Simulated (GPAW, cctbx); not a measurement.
## CuSb2: the scripts behind a bonding study

Short scripts, each with its output. The cell comes from substitution in a known structure type and wasn't matched to any measured phase.

## Step 1: Build the all-electron density and subtract free atoms

```text
cell
1.0
     0.000000000    3.301165455    3.301165455
     3.301165455    0.000000000    3.301165455
     3.301165455    3.301165455    0.000000000
Sb Cu
2 1
Direct
0.750000000 0.750000000 0.750000000
0.250000000 0.250000000 0.250000000
0.000000000 0.000000000 0.000000000
```

```python
import numpy as np
from ase.io import read
from ase.units import Bohr
from gpaw import GPAW, PW, FermiDirac
from gpaw.calculator import GPAW as OldGPAW
from gpaw.mpi import serial_comm, world
from scipy.special import erfc
from scipy.spatial import cKDTree

atoms = read("cell.vasp")
atoms.calc = GPAW(mode=PW(450), xc="PBE", kpts={"size": (6, 6, 6), "gamma": True},
                 occupations=FermiDirac(0.1), maxiter=120, symmetry={"tolerance": 1e-5}, txt="scf.txt")
atoms.get_potential_energy()
rho = atoms.calc.get_all_electron_density(gridrefinement=2)
moments = atoms.get_magnetic_moments() if atoms.calc.get_number_of_spins() == 2 else np.zeros(len(atoms))
total = atoms.get_magnetic_moment() if moments.any() else 0.0
if world.rank == 0:
    free = OldGPAW(mode=PW(450), xc="PBE", txt=None, communicator=serial_comm)
    neutral = atoms.copy()
    neutral.set_initial_magnetic_moments(None)
    free.initialize(neutral)
    free.set_positions(neutral)
    drho = rho - free.get_all_electron_density(gridrefinement=2)
    # GPAW starts from confined atoms: exchange their smooth part for that of the datasets' free atoms
    h = np.stack(np.meshgrid(*[np.fft.fftfreq(n, 1 / n) for n in drho.shape], indexing="ij"), -1)
    gabs = np.linalg.norm(h @ atoms.cell.reciprocal(), axis=-1)
    tails = np.fft.fftn(free.get_pseudo_density(gridrefinement=2))
    g, form, v0 = np.linspace(0, gabs.max(), 1500), {}, 0
    for e in set(atoms.symbols):
        idx = atoms.symbols.search(e)
        d = free.setups[idx[0]].data
        r, w = d.rgd.r_g * Bohr, d.rgd.r_g**2 * d.rgd.dr_g
        j0 = np.sinc(2 * g[:, None] * r)
        smooth = sum(f * p**2 for f, p in zip(d.f_j, d.phit_jg)) + np.sqrt(4 * np.pi) * d.nct_g
        full = sum(f * p**2 for f, p in zip(d.f_j, d.phi_jg)) + np.sqrt(4 * np.pi) * d.nc_g
        phase = sum(np.exp(-2j * np.pi * h @ s) for s in atoms.get_scaled_positions()[idx])
        tails -= np.interp(gabs, g, j0 @ (smooth * w)) * phase * drho.size / atoms.get_volume()
        form[e] = j0 @ (full * w)
        v0 += 2 * np.pi / 3 * 14.3996 * (full * w * r**2).sum() * len(idx)  # V A^3
    tails *= 0.5 * erfc((gabs - 1.8) / 0.25)  # the tails differ at long wavelengths alone
    drho += np.fft.ifftn(tails).real  # crystal minus superposed spherical free atoms
    np.save("drho.npy", drho)
    dv = atoms.get_volume() / drho.size
    print("grid", drho.shape, " electrons %.3f" % (rho.sum() * dv), " moved by bonding %.3f e" % (abs(drho).sum() * dv / 2))
    pts = np.indices(drho.shape).reshape(3, -1).T / drho.shape @ atoms.cell
    shifts = (np.indices((3, 3, 3)).reshape(3, -1).T - 1) @ atoms.cell
    images = (atoms.positions[None] + shifts[:, None]).reshape(-1, 3)
    dist, idx = cKDTree(images).query(pts, k=4)
    out = drho.ravel()[dist[:, 0] > 0.5]
    print("deformation density beyond 0.5 A of the nuclei: max %.3f, min %.3f e/A^3" % (out.max(), out.min()))
    tie = dist < dist[:, :1] + 1e-4
    q = -np.bincount((idx % len(atoms))[tie], (drho.ravel()[:, None] / tie.sum(1, keepdims=True) * tie)[tie], len(atoms)) * dv
    print("atom        x       y       z   Voronoi charge  moment")
    for a, s, c, m in zip(atoms, atoms.get_scaled_positions(), q, moments):
        print("%-2s%-3d %7.4f %7.4f %7.4f %10.3f %10.2f" % (a.symbol, a.index + 1, *s, c, m))
    np.savez("free.npz", g=g, **form)
    print("mean inner potential of superposed free atoms %.3f V" % (v0 / atoms.get_volume()))
    print("total magnetic moment %.3f muB" % total)
```

```console
$ OMP_NUM_THREADS=1 mpirun -n 4 gpaw python run.py > gpaw.log
```

```text
grid (48, 48, 48)  electrons 131.000  moved by bonding 0.504 e
deformation density beyond 0.5 A of the nuclei: max 0.037, min -0.124 e/A^3
atom        x       y       z   Voronoi charge  moment
Sb1    0.7500  0.7500  0.7500      0.030       0.00
Sb2    0.2500  0.2500  0.2500      0.030       0.00
Cu3    0.0000  0.0000  0.0000     -0.060       0.00
mean inner potential of superposed free atoms 18.330 V
total magnetic moment 0.000 muB
```

Time: 12 s on 4 cores of Intel(R) Xeon(R) Platinum 8488C (Sapphire Rapids) (shared host), peak memory 0.72 GiB.

## Step 2: Fourier-transform the difference

```python
from cctbx import adptbx, crystal, miller, xray
from cctbx.eltbx import tiny_pse
import numpy as np

cs = crystal.symmetry(unit_cell=(6.6023, 6.6023, 6.6023, 90, 90, 90), space_group_symbol='Hall: -F 4 2 3')  # Fm-3m
atoms = [  # label, site, U (iso, or U11 U22 U33 U12 U13 U23 in A^2), occupancy
    ("Sb1", (0.25, 0.25, 0.75), 0.0000, 1),
    ("Cu1", (0, 0, 0), 0.0000, 1),
]
xs = xray.structure(crystal_symmetry=cs)
for label, site, u, occ in atoms:
    u = adptbx.u_cif_as_u_star(cs.unit_cell(), u) if isinstance(u, tuple) else u
    xs.add_scatterer(xray.scatterer(label, site=site, u=u, occupancy=occ))
xs.scattering_type_registry(table="wk1995")
drho = np.load("drho.npy")
T = np.array([[-1, 1, 1], [1, -1, 1], [1, 1, -1]])  # conventional axes in terms of the primitive ones
dF = np.fft.ifftn(drho) * 287.80071  # electrons a conventional cell, indexed by primitive hkl
ms = miller.build_set(cs, anomalous_flag=False, d_min=0.9).sort("resolution")
iam = ms.structure_factors_from_scatterers(xs, algorithm="direct").f_calc()
p1 = xs.expand_to_p1()
z = np.array([tiny_pse.table(sc.scattering_type).atomic_number() for sc in p1.scatterers()])
x = np.array(p1.sites_frac())
free = np.load("free.npz")
print("static structure factors of the conventional cell: F in electrons, V (Mott-Bethe) in volts")
print("   h  k  l      d  |F| table  |F| free   |F| DFT   change   |V| free  |V| DFT  change %")
for h, d, table in list(zip(ms.indices(), ms.d_spacings().data(), iam.data()))[:16]:
    df = dF[tuple(np.rint(np.linalg.solve(T, h)).astype(int))]
    phase = np.exp(2j * np.pi * x @ h)
    f = sum(np.interp(1 / d, free["g"], free[sc.scattering_type]) * p for sc, p in zip(p1.scatterers(), phase))
    fz = (z * phase).sum()
    c = 14.3996 * d * d / (np.pi * cs.unit_cell().volume())
    v0, v1 = abs(fz - f) * c, abs(fz - f - df) * c
    print("%4d%3d%3d %7.4f %9.3f %9.3f %9.3f %8.3f %9.3f %8.3f %8s" % (h + (d, abs(table), abs(f), abs(f + df), abs(f + df) - abs(f), v0, v1, "%.1f" % (100 * (v1 / v0 - 1)) if v0 > 0.02 else "-")))
```

```console
$ python run.py
```

```text
static structure factors of the conventional cell: F in electrons, V (Mott-Bethe) in volts
   h  k  l      d  |F| table  |F| free   |F| DFT   change   |V| free  |V| DFT  change %
   1  1  1  3.8118   104.127   103.846   103.888    0.042     2.813    2.803     -0.3
   0  2  0  3.3012   250.473   250.996   251.418    0.422     7.117    7.043     -1.0
   0  2  2  2.3343   413.015   412.450   411.445   -1.005     9.680    9.767      0.9
   1  3  1  1.9907    86.614    85.954    85.091   -0.863     1.896    1.951      2.9
   2  2  2  1.9059   214.445   215.065   215.362    0.298     4.451    4.434     -0.4
   0  4  0  1.6506   361.607   360.959   360.720   -0.239     7.074    7.085      0.1
   1  3  3  1.5147    75.243    74.811    74.726   -0.086     1.505    1.508      0.2
   0  4  2  1.4763   194.410   194.648   194.994    0.346     3.379    3.367     -0.4
   2  4  2  1.3477   326.085   325.650   325.632   -0.019     5.738    5.738      0.0
   3  3  3  1.2706    66.832    66.638    66.566   -0.072     1.269    1.271      0.1
   1  5  1  1.2706    66.832    66.638    66.545   -0.093     1.269    1.272      0.2
   0  4  4  1.1671   298.917   298.759   298.807    0.047     4.887    4.886     -0.0
   1  5  3  1.1160    60.344    60.287    60.291    0.004     1.105    1.105     -0.0
   2  4  4  1.1004   168.260   168.322   168.363    0.041     2.385    2.384     -0.0
   0  6  0  1.1004   168.260   168.322   168.334    0.012     2.385    2.385     -0.0
   0  6  2  1.0439   277.322   277.404   277.400   -0.003     4.280    4.280      0.0
```

Time: 0.3 s on 1 core of Intel(R) Xeon(R) Platinum 8488C (Sapphire Rapids) (shared host), peak memory 0.08 GiB.

[Outputs are excerpts: Python notices, other lines and further rows are left out; steps that failed or that the build refused (PBEsol, TPSS) are not shown.]

[Logs are printed without paths, hosts, clocks, repeated set-up lines and the standing remarks that a program may print on its own settings, such as how far it seeks lower states.]
